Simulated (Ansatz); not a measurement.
# Phonons of Pb(100) film of 2 layers, part 2 of 2

The plan: relax Pb(100) film of 2 layers, check its phonons, and, if the lattice is stable, compute its Eliashberg function and ρ(T).

Ansatz 0.2.0; DFT PBEsol, scalar-relativistic, plane waves, PAW; PAW set soft_1.

So far: The structure; A first look on a coarse mesh; Rough relaxation; Relaxing cell and atoms.

## 5. Relaxing tightly for phonons

Phonons are second derivatives about the minimum, so the remaining forces must be small: the thresholds are tightened.

The input, input.yaml:

```yaml
crystal:
  lattice:
    - [3.3552890642, 0.0, 0.0]
    - [0.0, 3.3552890642, 0.0]
    - [0.0, 0.0, 28.749999747]
  atoms:
    - { symbol: Pb, position: [0.0, 0.0, 0.1935022481] }
    - { symbol: Pb, position: [0.5, 0.5, 0.2751934082] }
  periodic: [true, true, false]
kpoints:
  mp_grid: { grid: [8, 8, 1] }
hamiltonian:
  xc: pbesol
  pseudopotentials: { kind: paw, azcp: { folder: soft_1 }, xc_functional: pbe }
scf:
  occupations: { method: methfessel_paxton, width: 0.2 }
output:
  forces: true
  stress: true
  eigenvalues: true
  write_density: true
  write_potential: true
  elf: true
  volumetric_format: npy
relax:
  adjacent_minimum: "off"
  f_tol: 0.001
  max_steps: 60
  cell: { stress_2d_tol: 0.002 }
```

Launch:

```bash
> ansatz run input.yaml --threads 8 --pin off --max-ram 20480MiB --backend cpu --events-out ev --progress --plain --runs-dir out
```

Numbers of over 12 decimals in the logs are rounded to 6 here.

Output:

```text
[the first part of the log is left out]
  E_vxc        = -275.566588  (∫ρ·V_xc dr)
  E_paw        = -20486.237484  (= ΣΔE_a)
  E_vpaw       = -541.615248  (= ΣTr[D̂ρ^β])
  E_aug_tail   = -0.000016  (compensation charges beyond the density's cutoff)
  E_ewald      = 15629.832442
  E_core_change = 0.124340  (= ΣΔE_core)
  E_smearing   = -0.001186  (= −TS)
  E_closure    = 0.000000  (closes the sum)
  Σ components = -23513.934560   (vs F -23513.934560, Δ=0.00e0)
[...]
--- 2D stress c σ (N/m, compression-positive) ---
       -0.000184       0.000000       0.000000
        0.000000      -0.000184       0.000000
        0.000000       0.000000       0.000000
  P = ½ c Tr σ = -0.0002 N/m
--- Band table (eV; the first three rows and the last of 15) ---
[...]
° read free of the cell's end (the report's vacuum.weakly_bound_levels)
--- Relaxed structure (4 steps of the walk, 4 accepted, 1 SCFs on fresh bases) ---
[...]
cell:  # Å, volume = 323.5859 Å³
    - [3.354872, 0, 0.0]
    - [0, 3.354872, 0.0]
    - [0.0, 0.0, 28.749999747]
  atoms:
    - { symbol: Pb, position: [0.0, 0.0, 0.193493] }
    - { symbol: Pb, position: [0.500000, 0.500000, 0.275203] }
```

It took 5.2 s on 8 threads of Arm Neoverse V2, shared host; peak memory 0.62 GiB.

Little changed from the start: no atom moved by 0.005 Å and no cell edge by 0.1 %.

ELF in the ca plane at fractional y = 0.000, with atoms of Pb within 0.2 Å of it. It is the smooth field of the valence electrons, not physical close to the nuclei.

Ten even steps from '0' (0.00) to '9' (0.53), each cell a mean:
```
00000001369987302665432111000000000000000000
00000000247988756755433221100000000000000000
00000000124677776555443322100000000000000000
00000000011345555555444332110000000000000000
00000000001234444555444332110000000000000000
00000000013566666555443332100000000000000000
00000000136888877655433321100000000000000000
00000001258988524765432211000000000000000000
00000001369987101665432110000000000000000000
```
Columns run along c (16.0 Å, from fractional 0.00 to 0.56 of the cell), rows up along a (3.4 Å). Atoms in or near the plane, at fractional coordinates: Pb at (0.19, 0.00).

Valence density in the ca plane at fractional y = 0.000, with atoms of Pb within 0.2 Å of it. It is the smooth field of the valence electrons, not physical close to the nuclei.

Ten steps, logarithmic in the rise over the least value, from '0' (0.0 e/Å³) to '9' (7.6 e/Å³), each cell a mean:
```
00000000000246899742111000000000000000000000
00000000000135777532111100000000000000000000
00000000000123454322111110000000000000000000
00000000000012222222222110000000000000000000
00000000000011222222222110000000000000000000
00000000000012333222222110000000000000000000
00000000000124566432111110000000000000000000
00000000000136888642111100000000000000000000
00000000000247999742111000000000000000000000
```
Columns run along c (16.0 Å, from fractional 0.00 to 0.56 of the cell), rows up along a (3.4 Å). Atoms in or near the plane, at fractional coordinates: Pb at (0.19, 0.00).

Electrostatic potential energy in the ca plane at fractional y = 0.000, with atoms of Pb within 0.2 Å of it. With pseudopotentials it is smooth inside the atoms' cores, unlike the true potential.

Ten even steps from '0' (-41 eV) to '9' (0 eV), each cell a mean:
```
99999999999971000068999999999999999999999999
99999999999984000379999999999999999999999999
99999999999998655789999999999999999999999999
99999999999999888999999999999999999999999999
99999999999999989999999999999999999999999999
99999999999998777899999999999999999999999999
99999999999986312689999999999999999999999999
99999999999972000168999999999999999999999999
99999999999960000058999999999999999999999999
```
Columns run along c (16.0 Å, from fractional 0.00 to 0.56 of the cell; values clipped at the 3rd and 97th percentile), rows up along a (3.4 Å). Atoms in or near the plane, at fractional coordinates: Pb at (0.19, 0.00).

## 6. Phonons by linear response: q 2×2×1, k 6×6×1

Before any scattering is computed, the phonons show whether the structure is a minimum.

input.yaml, the sections that differ from step 5:

```yaml
crystal:
  lattice:
    - [3.3548715188, 0.0, 0.0]
    - [0.0, 3.3548715188, 0.0]
    - [0.0, 0.0, 28.749999747]
  atoms:
    - { symbol: Pb, position: [0.0, 0.0, 0.1934930332] }
    - { symbol: Pb, position: [0.5, 0.5, 0.2752026231] }
  periodic: [true, true, false]
kpoints:
  mp_grid: { grid: [6, 6, 1] }
output:
  eigenvalues: true
phonons:
  method: dfpt
  qmesh: [2, 2, 1]
  temperatures: { t_max: 1000, t_step: 50 }
  qpath:
    path: [[0.0, 0.0, 0.0], [0.0, 0.5, 0.0], [0.5, 0.5, 0.0], [0.0, 0.0, 0.0]]
    npoints: 10
# hamiltonian, scf: as in step 5
# relax: removed
```

Output:

```text
Warning: crystal.symmetry: narrowed to the stabiliser of the run's FFT grids — unitary ops 16 → 8. A phonons.method: dfpt run fills in the rows of the dynamical matrix that it does not solve by its symmetry operations, which is exact only for operations that map its FFT grids onto themselves: filled in by any other, the frequencies could depend on the order in which like atoms are typed, or, by more than the grids' own error, on where the crystal sits among the grids' points. Excluded: 8 operations. The run can therefore solve more perturbations, solve them on more k-points, or both, and cost more. [rest of the remark cut]
[...]
Crystal: 2 atoms, lattice volume = 323.586 Å³
Basis set: ecut = 420 eV, 6329 PW (Γ), exchange–correlation on 48×48×400 points (8 copies of the dense FFT grid, shifted against one another)
Bands: 18, of which v1, the nominal top of the filled ones, is band 14 counted from 1 (13 counted from 0)
Symmetry: 16 space group operations
k-points: 10 of 36 (irreducible under 8 space group operations)
[...]
SCF iter  10: F=-23513.774195 eV  HF=-23513.774195 eV  |F-HF|=7.28e-12  |Δ(HF+E_count)|=  6.04e-10  S|Δr|=    0.00e0  Δρ=2.30e-8  dr2=1.43e-12  ethr=1.00e-12  ⟨swp⟩=16.0  Hψ=1751  notcnv=0
SCF 1 converged in 10 iterations: F = -23513.774195 eV  dr2 = 1.43e-12
[...]
NSCF: frozen V_eff on 10 k-points
[...]
DFPT response loops at q = (0, 0, 0) (fractional): preconditioner auto → none (partly filled bands, converged f_vac=0.755); β = 0.50; Broyden in place of MSR1
[...]
SCF converged after 10 iterations
Stability not checked: this state was not tested for a lower state beside it, because cold or Methfessel-Paxton smearing, or corrected tetrahedra, fill the levels in a way that the test cannot read (fill_not_monotonic; see scf.lower_state_search)
Free energy (F): -23513.774195 eV
[...]
Internal energy: -23513.771936 eV  (E = F + TS)
E sigma→0 (E₀):  -23513.773630 eV
Entropy (-TS):   -0.002259 eV (-1.129 meV/atom)
Fermi energy:    -3.571245 eV
[...]
--- Band table (eV; the first three rows and the last of 10) ---
  k-point 0: bands = [... 10 lower, -15.4448, -12.4219, -5.9999, -2.0925, -0.3770 (-0.3770°), -0.3770 (-0.3770°), -0.3263, 0.1393]
  k-point 1: bands = [... 10 lower, -15.0442, -12.1462, -5.6153, -3.6732, -1.3118 (-1.3118°), -0.5115 (-0.5117°), 0.0669, 0.1774]
  k-point 2: bands = [... 10 lower, -13.8688, -11.5840, -6.5978, -5.1712, -3.2089, -0.7572, 1.0994, 1.1980]
  k-point 9: bands = [... 10 lower, -10.0670, -10.0670, -6.4101, -6.4101, -3.4511, -3.4511, -2.1073, -2.1073]
  ° read free of the cell's end (the report's vacuum.weakly_bound_levels)
--- Phonons (Γ-DFPT): 4 representative perturbations + reference (Σ response iterations 15) ---
  ASR residual: 1.213e-4 → 0.000e0 eV/Å²; symmetrization residual: 1.369e-5 eV/Å²
  The last average, over the group as it would stand without the narrowing to the FFT grids, took up to 2.367e-30 eV/Å² of the zone centre's force constants
  ASR residual per site (eV/Å²): 2.15e-5 1.21e-4
  Γ frequencies (cm⁻¹): 0.00 0.00 0.00 51.59 51.59 78.90
--- Phonons (arbitrary-q DFPT): 3 irreducible q on the 2×2×1 mesh ---
  q = [0.0000, 0.0000, 0.0000] (star 1, of the zone-centre solve; hermiticity 1.15e-5, symmetrization 1.55e-11, taken by the last average 9.36e-17): -0.00 0.00 0.00 51.59 51.59 78.90
  q = [0.0000, -0.5000, 0.0000] (star 2, 6 solved perturbations on 16 of 36 k-point pairs; hermiticity 3.76e-6, symmetrization 5.33e-8, taken by the last average 1.56e-5): 33.70 33.70 47.79 47.79 86.08 86.08
  q = [-0.5000, -0.5000, 0.0000] (star 1, 4 solved perturbations in 52 linear systems a pass and spin channel, the states on 16 of 36 k-point pairs; hermiticity 2.10e-6, symmetrization 2.04e-8, taken by the last average 2.26e-5): -27.57 -27.57 62.03 62.03 69.87 69.87
  sum rule: each row above includes the acoustic sum rule's correction from the zone centre's row sums; it moved no ω² by more than (0.40 cm⁻¹)²
  mesh force constants: q→R imaginary residual 1.98e-17; ASR residual 1.213e-4 → 0.000e0 eV/Å²; symmetrization residual 8.882e-16 eV/Å²
  interpolated dispersion: 31 rows × 6 modes
  density of states and harmonic sums: on the 18×18×1 q-mesh, interpolated from the force constants of a 2×2×1 supercell (no non-analytic term)
  largest difference from the sums on the solved wave vectors: F 3.41e-1 eV, S 4.23e-4 and C_V 8.24e-5 eV/K
  zero-point energy: 0.017818 eV/cell   skipped modes (ω ≤ 0): 22, of them read as no rigid motion or as one in doubt: 19 (2.901e-1 modes/cell left out, lowest -27.57 cm⁻¹)   left out of the sums: 4.99e-2 of the cell's modes: C_V's classical limit lies that fraction below 3 k_B per atom; for a crystal, a wire or a layer, F and S can be off by more, and a phonons.interpolated_qmesh denser along its periods is the remedy for the sampling
```

Wall time 20 s (8 threads); peak memory 0.99 GiB; 2.3 min of CPU time.

This step gave:

```yaml
share_of_imaginary_modes_in_the_plain_interpolation_between_solved_wavevectors: 0.0554
highest_frequency_solved_or_plainly_interpolated: 86.1 cm⁻¹
```

Solved on the 2×2×1 mesh alone; all other wavevectors are interpolated. Phonon branches along the path, in cm⁻¹:

```
  point  branch 1  branch 2  branch 3  branch 4  branch 5  branch 6
      Γ         0         0         0        52        52        79
halfway        17        25        41        47        72        81
      X        34        34        48        48        86        86
halfway        13        13        56        56        78        78
      M       -28       -28        62        62        70        70
halfway        16        20        48        62        68        80
      Γ         0         0         0        52        52        79
```

The phonon branches as a text plot (rows in cm⁻¹):

```
     84 |       ***************
     79 |*******    *          ***              *****************
     74 |       ****              ****       ***
     70 |                             *****************
     65 |      *                                       **
     60 |    **                     ***********************
     55 |  **                  *****            **         ***
     51 |*******    ***** *****                   **          ***
     46 |       ****   ***                          ***
     41 |       **  ***                                **
     36 |      *    *  **
     32 |         **   *******                           **
     27 |    ** **   **       *
     22 |         ***          **                   *****  ***
     17 |  **  ***                                  *******
     13 |    ***                 *                **     *******
      8 | *****                                            *****
      3 | *                                                   **
     -2 |*                                                      *
     -6 |
    -11 |                         **            **
    -16 |
    -20 |                           **       ***
    -25 |                             *******
         Γ               X               M                      Γ
```

Lowest modes at the softest wavevector of the mesh. Modes at q = (0.500, 0.500, 0.000) (negative means imaginary):

```
mode  frequency (cm⁻¹)
   1             -27.6
   2             -27.6
   3              62.0
   4              62.0
   5              69.9
   6              69.9
```

Displacements in mode 1 (-27.6 cm⁻¹), the largest set to 1, in the home cell:
```
Pb1 0.00 1.00 0.00
Pb2 1.00 0.00 0.00
```

Displacements in mode 5 (69.9 cm⁻¹), the largest set to 1, in the home cell:
```
Pb1  1.00  0.00  0.00
Pb2  0.00 -1.00  0.00
```

Among the solved wavevectors the lowest mode, translations apart, is -27.6 cm⁻¹, imaginary.

## 7. Phonons: q 2×2×1, k 6×6×1

The next rung's rule gives the same meshes for this cell, so the phonon run is repeated as it was and tests nothing new.

input.yaml is that of step 6.

Output:

```text
[...]
Crystal: 2 atoms, lattice volume = 323.586 Å³
Basis set: ecut = 420 eV, 6329 PW (Γ), exchange–correlation on 48×48×400 points (8 copies of the dense FFT grid, shifted against one another)
Bands: 18, of which v1, the nominal top of the filled ones, is band 14 counted from 1 (13 counted from 0)
Symmetry: 16 space group operations
k-points: 10 of 36 (irreducible under 8 space group operations)
[...]
SCF iter  10: F=-23513.774195 eV  HF=-23513.774195 eV  |F-HF|=7.28e-12  |Δ(HF+E_count)|=  6.04e-10  S|Δr|=    0.00e0  Δρ=2.30e-8  dr2=1.43e-12  ethr=1.00e-12  ⟨swp⟩=16.0  Hψ=1751  notcnv=0
SCF 1 converged in 10 iterations: F = -23513.774195 eV  dr2 = 1.43e-12
[...]
SCF converged after 10 iterations
[...]
Free energy (F): -23513.774195 eV
[...]
Internal energy: -23513.771936 eV  (E = F + TS)
E sigma→0 (E₀):  -23513.773630 eV
Entropy (-TS):   -0.002259 eV (-1.129 meV/atom)
Fermi energy:    -3.571245 eV
[...]
--- Band table (eV; the first three rows and the last of 10) ---
  k-point 0: bands = [... 10 lower, -15.4448, -12.4219, -5.9999, -2.0925, -0.3770 (-0.3770°), -0.3770 (-0.3770°), -0.3263, 0.1393]
  k-point 1: bands = [... 10 lower, -15.0442, -12.1462, -5.6153, -3.6732, -1.3118 (-1.3118°), -0.5115 (-0.5117°), 0.0669, 0.1774]
  k-point 2: bands = [... 10 lower, -13.8688, -11.5840, -6.5978, -5.1712, -3.2089, -0.7572, 1.0994, 1.1980]
  k-point 9: bands = [... 10 lower, -10.0670, -10.0670, -6.4101, -6.4101, -3.4511, -3.4511, -2.1073, -2.1073]
  ° read free of the cell's end (the report's vacuum.weakly_bound_levels)
[...]
ASR residual: 1.213e-4 → 0.000e0 eV/Å²; symmetrization residual: 1.369e-5 eV/Å²
[...]
ASR residual per site (eV/Å²): 2.15e-5 1.21e-4
  Γ frequencies (cm⁻¹): 0.00 0.00 0.00 51.59 51.59 78.90
--- Phonons (arbitrary-q DFPT): 3 irreducible q on the 2×2×1 mesh ---
[...]
interpolated dispersion: 31 rows × 6 modes
[...]
```

It took 20 s on 8 threads; peak memory 0.99 GiB; 2.3 min of CPU time.

Solved on the 2×2×1 mesh alone; all other wavevectors are interpolated. The phonon branches at the labelled points (cm⁻¹):

(Unchanged from step 6.)

The phonon branches as a text plot (rows in cm⁻¹):

```
     84 |       ***************
     79 |*******    *          ***              *****************
     74 |       ****              ****       ***
     70 |                             *****************
     65 |      *                                       **
     60 |    **                     ***********************
     55 |  **                  *****            **         ***
     51 |*******    ***** *****                   **          ***
     46 |       ****   ***                          ***
     41 |       **  ***                                **
     36 |      *    *  **
     32 |         **   *******                           **
     27 |    ** **   **       *
     22 |         ***          **                   *****  ***
     17 |  **  ***                                  *******
     13 |    ***                 *                **     *******
      8 | *****                                            *****
      3 | *                                                   **
     -2 |*                                                      *
     -6 |
    -11 |                         **            **
    -16 |
    -20 |                           **       ***
    -25 |                             *******
         Γ               X               M                      Γ
```

Lowest modes at the softest wavevector of the mesh. Modes at q = (0.500, 0.500, 0.000) (negative means imaginary):

```
mode  frequency (cm⁻¹)
   1             -27.6
   2             -27.6
   3              62.0
   4              62.0
   5              69.9
   6              69.9
```

Phonopy on the run's constants, 17x17x1 mesh, Gaussian sigma 2.0 cm⁻¹. The modes, Pb by wavenumber; read off at these points:

wavenumber (cm⁻¹), modes, Pb (1/cm⁻¹/cell) and a bar:
```
   -35.00      0.000 
   -32.50      0.000 
   -30.00      0.002 
   -27.50      0.009 ##
   -25.00      0.016 ###
   -22.50      0.015 ###
   -20.00      0.017 ###
   -18.20      0.019 ####
   -17.50      0.018 ####
   -15.00      0.010 ##
   -12.50      0.007 #
   -10.00      0.012 ##
    -7.50      0.014 ###
    -5.00      0.011 ##
    -2.50      0.009 ##
     0.00      0.006 #
     2.50      0.007 #
     5.00      0.013 ###
     7.50      0.023 ####
    10.00      0.034 #######
    12.50      0.044 #########
    15.00      0.076 ###############
    17.50      0.087 #################
    20.00      0.088 #################
    21.90      0.096 ###################
    22.50      0.094 ##################
    25.00      0.067 #############
    27.50      0.048 #########
    30.00      0.046 #########
    32.50      0.041 ########
    35.00      0.031 ######
    37.50      0.022 ####
    40.00      0.025 #####
    42.50      0.031 ######
    45.00      0.054 ###########
    47.50      0.089 #################
    50.00      0.123 ########################
    50.90      0.127 #########################
    52.50      0.119 #######################
    55.00      0.099 ###################
    57.50      0.091 ##################
    60.00      0.083 ################
    62.50      0.061 ############
    65.00      0.030 ######
    67.50      0.033 ######
    70.00      0.062 ############
    72.50      0.073 ##############
    75.00      0.076 ###############
    77.50      0.106 #####################
    80.00      0.153 ##############################
    80.80      0.155 ##############################
    82.50      0.130 #########################
    85.00      0.070 ##############
    87.50      0.022 ####
    90.00      0.002 
    92.50      0.000 
    95.00      0.000
```

No LO-TO term; unit eigenvectors of the mass-weighted matrix. Modes at Γ:

```
mode  frequency (cm⁻¹)  symmetry
   1               0.0   unnamed
   2               0.0   unnamed
   3               0.0   unnamed
   4              51.6        Eg
   5              51.6        Eg
   6              78.9       A1g
```

Displacements in mode 5 (51.6 cm⁻¹), the largest set to 1:
```
Pb1  1.00  0.00  0.00
Pb2 -1.00  0.00  0.00
```

Displacements in mode 6 (78.9 cm⁻¹), the largest set to 1:
```
Pb1  0.00  0.00  1.00
Pb2  0.00  0.00 -1.00
```

Among the solved wavevectors the lowest mode, translations apart, is -27.6 cm⁻¹, imaginary.

## 8. Results

| Quantity | Value |
| --- | --- |
| phonon run of the rows without a label of their own | PBEsol, q 2×2×1, k 6×6×1 |
| softest mode on the q mesh | -27.6 cm⁻¹ at q = (0.5, 0.5, 0) |
| highest frequency, solved or plainly interpolated | 86.1 cm⁻¹ |

What this shows: The lattice is dynamically unstable at this level: a mode at q = (0.5, 0.5, 0) is imaginary, 27.6i cm⁻¹, so no harmonic coupling constant or resistivity is defined for this structure. These meshes are coarse, and single modes of a metal can move by tens of cm⁻¹ with the k mesh. The mode is weak and these meshes are coarse, so a denser k mesh or another smearing could remove it. Spin–orbit coupling, left out here, matters for Pb. The PAW files were made for PBE; under other functionals the run regenerates their frozen core. The structure was built by hand as an ordered model, and its stability against other phases was not tested.

[Logs are printed without paths, hosts, clocks, repeated set-up lines and the standing remarks that a program may print on its own settings, such as how far it seeks lower states.]

[Hosts, paths, dates, database ids (printed as entryN), source tags and the programs' standing remarks are cut or masked in the printed files.]
